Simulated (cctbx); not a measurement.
# A crystallographic session in cctbx: ErPd3C2

Library: cctbx 2025.11. The data are simulated by the first script.

## 1. Simulate the data

run.py:

```python
from cctbx import adptbx, crystal, miller, sgtbx, xray
from cctbx.array_family import flex
from iotbx.shelx import hklf
from scitbx import matrix
import scitbx.random

cs = crystal.symmetry(unit_cell=(5.394, 5.394, 3.226, 90, 90, 120), space_group_symbol='Hall: -P 6 2')  # P6/mmm
atoms = [  # label, site, U (iso, or U11 U22 U33 U12 U13 U23 in A^2), occupancy
    ("Er1", (0, 0, 0), (0.0061, 0.0061, 0.0071, 0.0031, 0.0000, 0.0000), 1),
    ("Pd1", (0, 0.5, 0.5), (0.0096, 0.0081, 0.0086, 0.0048, 0.0000, 0.0000), 1),
    ("C1", (2/3, 1/3, 0), (0.0137, 0.0137, 0.0123, 0.0068, 0.0000, 0.0000), 1),
]
xs = xray.structure(crystal_symmetry=cs)
for label, site, u, occ in atoms:
    u = adptbx.u_cif_as_u_star(cs.unit_cell(), u) if isinstance(u, tuple) else u
    xs.add_scatterer(xray.scatterer(label, site=site, u=u, occupancy=occ))
xs.set_inelastic_form_factors(0.71073, "sasaki")
xs.show_summary()
p1 = xs.expand_to_p1()
ms = miller.build_set(p1, anomalous_flag=True, d_min=0.75)
flex.set_random_seed(634483)
scitbx.random.set_random_seed(634483)
ms = ms.select(flex.random_double(ms.size()) < 0.8)
i = ms.structure_factors_from_scatterers(p1, algorithm="direct").f_calc().as_intensity_array().data()
i = i * 70000 / flex.max(i)
sig = flex.sqrt(i + flex.pow2(0.04 * i) + 4 ** 2)
noise = scitbx.random.variate(scitbx.random.normal_distribution())(i.size())
data = ms.array(data=i + sig * noise, sigmas=sig).set_observation_type_xray_intensity()
with open("data.hkl", "w") as f:
    data.export_as_shelx_hklf(f)
print("reflections written:", data.size(), " <I/sigma> = %.1f" % flex.mean(data.data() / data.sigmas()))
for h, a, b in list(data.sort("data"))[:12]:
    print("%4d%4d%4d %9.1f %7.1f" % (h + (a, b)))
```

```console
$ python run.py
```

```text
Number of scatterers: 3
At special positions: 3
Unit cell: (5.394, 5.394, 3.226, 90, 90, 120)
Space group: P 6/m m m (No. 191)
reflections written: 644  <I/sigma> = 21.3
   2  -2   0   73184.3  2812.5
   0  -2   0   72138.7  2812.5
  -2   0   0   72084.6  2812.5
   0   2   0   71816.7  2812.5
   2   0   0   71727.1  2812.5
  -2   2   0   63309.0  2812.5
   0   0  -2   50880.5  2168.0
   4  -2   0   41552.0  1711.6
  -4   2   0   41298.7  1711.6
   2   2   0   41005.5  1711.6
  -2   4   0   40381.9  1711.6
  -2  -2   0   40368.6  1711.6
```

It took 0.22 s on 1 thread of Arm Neoverse V2, with other jobs on the host, peak memory 0.07 GiB.

## 2. Refinement (right model, isotropic)

run.py:

```python
import math
from cctbx import adptbx, crystal, maptbx, sgtbx, xray
from cctbx.array_family import flex
from cctbx.xray import observations
from iotbx.shelx import hklf
from scitbx.lstbx import normal_eqns_solving
from smtbx import absolute_structure, utils
from smtbx.refinement import constraints, least_squares

cs = crystal.symmetry(unit_cell=(5.394, 5.394, 3.226, 90, 90, 120), space_group_symbol='Hall: -P 6 2')  # P6/mmm
atoms = [  # label, site, U (iso, or U11 U22 U33 U12 U13 U23 in A^2), occupancy
    ("Er1", (0, 0, 0), 0.0200, 1),
    ("Pd1", (0, 0.5, 0.5), 0.0200, 1),
    ("C1", (2/3, 1/3, 0), 0.0200, 1),
]
xs = xray.structure(crystal_symmetry=cs)
for label, site, u, occ in atoms:
    u = adptbx.u_cif_as_u_star(cs.unit_cell(), u) if isinstance(u, tuple) else u
    xs.add_scatterer(xray.scatterer(label, site=site, u=u, occupancy=occ))
xs.set_inelastic_form_factors(0.71073, "sasaki")
raw = hklf.reader(file_name="data.hkl").as_miller_arrays(crystal_symmetry=cs, anomalous=True)[0]
merged = raw.eliminate_sys_absent().merge_equivalents()
fo2 = merged.array().set_observation_type_xray_intensity()
print("Rint %.3f, %d unique reflections to %.2f A" % (merged.r_int(), fo2.size(), fo2.d_min()))
for sc in xs.scatterers():
    sc.flags.set_grad_site(True)
    sc.flags.set_grad_u_aniso(sc.flags.use_u_aniso())
    sc.flags.set_grad_u_iso(sc.flags.use_u_iso())
obs = fo2.as_xray_observations()
extra = {}
rep = constraints.reparametrisation(xs, [], utils.connectivity_table(xs), **extra)
ls = least_squares.crystallographic_ls(obs, rep, weighting_scheme=least_squares.mainstream_shelx_weighting(a=0, b=0))
print("cycle     R1     wR2    GooF  max shift (A)")
for cycle in range(8):
    ls.build_up()
    r1, wr2, goof = ls.r1_factor(cutoff_factor=2)[0], ls.wR2(), ls.goof()
    old = xs.sites_cart()
    normal_eqns_solving.levenberg_marquardt_iterations(ls, n_max_iterations=3, tau=1e-06, step_threshold=1e-7)
    big = flex.max((xs.sites_cart() - old).norms())
    print("%4d %7.4f %7.4f %7.3f %9.5f" % (cycle + 1, r1, wr2, goof, big))
    ls.build_up(objective_only=True)
    if abs(ls.wR2() - wr2) < 5e-5 and big < 5e-4:
        break
ls.build_up()
print("final R1 %.4f wR2 %.4f GooF %.3f  parameters %d  data/parameter %.1f" % (ls.r1_factor(cutoff_factor=2)[0], ls.wR2(), ls.goof(), ls.n_parameters, fo2.size() / ls.n_parameters))
cov = ls.covariance_matrix_and_annotations()
su = dict(zip(cov.annotations, (math.sqrt(max(v, 0)) for v in cov.matrix.matrix_packed_u_diagonal())))
a2 = cs.unit_cell().reciprocal_parameters()[0] ** -2
print("atom        x        y        z      Ueq    occ   su(xyz)  su(Uiso or U11)")
for sc in xs.scatterers():
    s = max(su.get(sc.label + k, 0) for k in (".x", ".y", ".z"))
    npd = "" if sc.is_positive_definite_u(cs.unit_cell()) else "  NPD"
    print("%-5s %8.5f %8.5f %8.5f %8.4f %6.3f %8.5f %7.4f%s" % ((sc.label,) + sc.site + (sc.u_iso_or_equiv(cs.unit_cell()), sc.occupancy, s, su.get(sc.label + ".uiso", su.get(sc.label + ".u11", 0) * a2), npd)))
fo = fo2.f_sq_as_f()
fc = fo.structure_factors_from_scatterers(xs, algorithm="direct").f_calc()
diff = fo.f_obs_minus_f_calc(1 / math.sqrt(ls.scale_factor()), fc).average_bijvoet_mates()
m = diff.fft_map(symmetry_flags=maptbx.use_space_group_symmetry, resolution_factor=0.25).apply_volume_scaling()
print("difference map: max %.2f min %.2f rms %.2f" % (m.statistics().max(), m.statistics().min(), m.statistics().sigma()))
peaks = m.peak_search(parameters=maptbx.peak_search_parameters(min_distance_sym_equiv=0.6, max_clusters=6)).all()
near = xs.closest_distances(peaks.sites(), distance_cutoff=4)
sps = cs.special_position_settings(min_distance_sym_equiv=0.5)
for k, (x, h) in enumerate(zip(peaks.sites(), peaks.heights())):
    ss = sps.site_symmetry(x)
    print("Q%-3d %7.4f %7.4f %7.4f %4d %7.2f  %.2f A from %s" % ((k + 1,) + tuple(t % 1 for t in ss.exact_site()) + (ss.multiplicity(), h, near.smallest_distances[k], xs.scatterers()[near.i_seqs[k]].label)))
```

```console
$ python run.py
```

```text
Rint 0.029, 60 unique reflections to 0.76 A
cycle     R1     wR2    GooF  max shift (A)
   1  0.1149  0.2451  16.978   0.00000
   2  0.0122  0.0373   2.584   0.00000
final R1 0.0122 wR2 0.0373 GooF 2.584  parameters 3  data/parameter 20.0
atom        x        y        z      Ueq    occ   su(xyz)  su(Uiso or U11)
Er1    0.00000  0.00000  0.00000   0.0065  1.000  0.00000  0.0003
Pd1    0.00000  0.50000  0.50000   0.0086  1.000  0.00000  0.0003
C1     0.66667  0.33333  0.00000   0.0117  1.000  0.00000  0.0017
difference map: max 1.16 min -0.96 rms 0.21
Q1    0.0000  0.0000  0.1252    2    1.18  0.40 A from Er1
Q2    0.0993  0.5497  0.5000    6    0.76  0.46 A from Pd1
Q3    0.0000  0.1960  0.2123   12    0.45  1.26 A from Er1
Q4    0.2622  0.5244  0.2501   12    0.42  1.05 A from C1
Q5    0.0000  0.3560  0.2570   12    0.36  1.10 A from Pd1
Q6    0.0878  0.1755  0.3985   12    0.34  1.52 A from Er1
```

Time: 0.38 s.

## 3. Refinement (right model, anisotropic)

run.py, as its changes from the last script of this kind:

```diff
@@ -12,3 +12,3 @@
-    ("Er1", (0, 0, 0), 0.0200, 1),
-    ("Pd1", (0, 0.5, 0.5), 0.0200, 1),
-    ("C1", (2/3, 1/3, 0), 0.0200, 1),
+    ("Er1", (0, 0, 0), 0.0065, 1),
+    ("Pd1", (0, 0.5, 0.5), 0.0086, 1),
+    ("C1", (2/3, 1/3, 0), 0.0117, 1),
@@ -20,0 +21 @@
+xs.convert_to_anisotropic()
```

```console
$ python run.py
```

```text
Rint 0.029, 60 unique reflections to 0.76 A
cycle     R1     wR2    GooF  max shift (A)
   1  0.0122  0.0373   2.680   0.00000
   2  0.0079  0.0138   0.992   0.00000
final R1 0.0079 wR2 0.0138 GooF 0.992  parameters 7  data/parameter 8.6
atom        x        y        z      Ueq    occ   su(xyz)  su(Uiso or U11)
Er1    0.00000  0.00000  0.00000   0.0064  1.000  0.00000  0.0001
Pd1    0.00000  0.50000  0.50000   0.0085  1.000  0.00000  0.0001
C1     0.66667  0.33333  0.00000   0.0139  1.000  0.00000  0.0010
difference map: max 0.34 min -0.52 rms 0.15
Q1    0.0000  0.2501  0.2347   12    0.35  1.55 A from Er1
Q2    0.2500  0.5000  0.2222   12    0.30  1.06 A from C1
Q3    0.0000  0.3667  0.2222   12    0.27  1.15 A from Pd1
Q4    0.0729  0.1457  0.2297   12    0.24  1.01 A from Er1
Q5    0.1333  0.5000  0.2778   24    0.24  1.02 A from Pd1
Q6    0.1353  0.5085  0.0000   12    0.22  0.98 A from C1
```

Time: 0.36 s.

## 4. Refinement

run.py, as its changes from the last script of this kind:

```diff
@@ -20 +20 @@
-xs.set_inelastic_form_factors(0.71073, "sasaki")
+# no anomalous dispersion
@@ -35 +35 @@
-for cycle in range(8):
+for cycle in range(12):
```

```console
$ python run.py
```

```text
Rint 0.029, 60 unique reflections to 0.76 A
cycle     R1     wR2    GooF  max shift (A)
   1  0.0259  0.0972   6.981   0.00000
   2  0.0135  0.0304   2.187   0.00000
final R1 0.0135 wR2 0.0304 GooF 2.187  parameters 7  data/parameter 8.6
atom        x        y        z      Ueq    occ   su(xyz)  su(Uiso or U11)
Er1    0.00000  0.00000  0.00000   0.0061  1.000  0.00000  0.0003
Pd1    0.00000  0.50000  0.50000   0.0100  1.000  0.00000  0.0003
C1     0.66667  0.33333  0.00000   0.0156  1.000  0.00000  0.0024
difference map: max 0.97 min -1.57 rms 0.23
Q1    0.0000  0.0000  0.5000    1    0.97  1.61 A from Er1
Q2    0.3333  0.6667  0.0000    2    0.47  0.00 A from C1
Q3    0.0000  0.0000  0.1111    2    0.45  0.36 A from Er1
Q4    0.0000  0.2545  0.2125   12    0.42  1.53 A from Er1
Q5    0.2526  0.5052  0.2215   12    0.38  1.04 A from C1
Q6    0.1110  0.4768  0.0000   12    0.37  1.12 A from C1
```

Time: 0.37 s.

This run holds a fault made on purpose: anomalous dispersion left out.

## 5. Refinement

run.py, as its changes from the last script of this kind:

```diff
@@ -20 +20 @@
-# no anomalous dispersion
+xs.set_inelastic_form_factors(0.71073, "sasaki")
@@ -23 +23 @@
-merged = raw.eliminate_sys_absent().merge_equivalents()
+merged = raw.eliminate_sys_absent().resolution_filter(d_min=1.6).merge_equivalents()
```

```console
$ python run.py
```

```text
Rint 0.029, 9 unique reflections to 1.61 A
cycle     R1     wR2    GooF  max shift (A)
   1  0.0124  0.0177   1.922   0.00000
   2  0.0005  0.0007   0.074   0.00000
final R1 0.0005 wR2 0.0007 GooF 0.074  parameters 7  data/parameter 1.3
atom        x        y        z      Ueq    occ   su(xyz)  su(Uiso or U11)
Er1    0.00000  0.00000  0.00000   0.0045  1.000  0.00000  0.0005
Pd1    0.00000  0.50000  0.50000   0.0076  1.000  0.00000  0.0006
C1     0.66667  0.33333  0.00000   0.0001  1.000  0.00000  0.0023  NPD
difference map: max 0.01 min -0.01 rms 0.00
Q1    0.0000  0.0000  0.5000    1    0.01  1.61 A from Er1
Q2    0.0000  0.5000  0.0000    3    0.01  1.56 A from C1
Q3    0.0000  0.5000  0.5000    3    0.01  0.00 A from Pd1
Q4    0.0000  0.0000  0.0000    1    0.01  0.00 A from Er1
```

Run time: 0.36 s on 1 thread of Arm Neoverse V2, with other jobs on the host, peak memory 0.09 GiB.

This run holds a fault made on purpose: data cut at low resolution.

[Logs are printed without paths, hosts, clocks, repeated set-up lines and the standing remarks that a program may print on its own settings, such as how far it seeks lower states.]
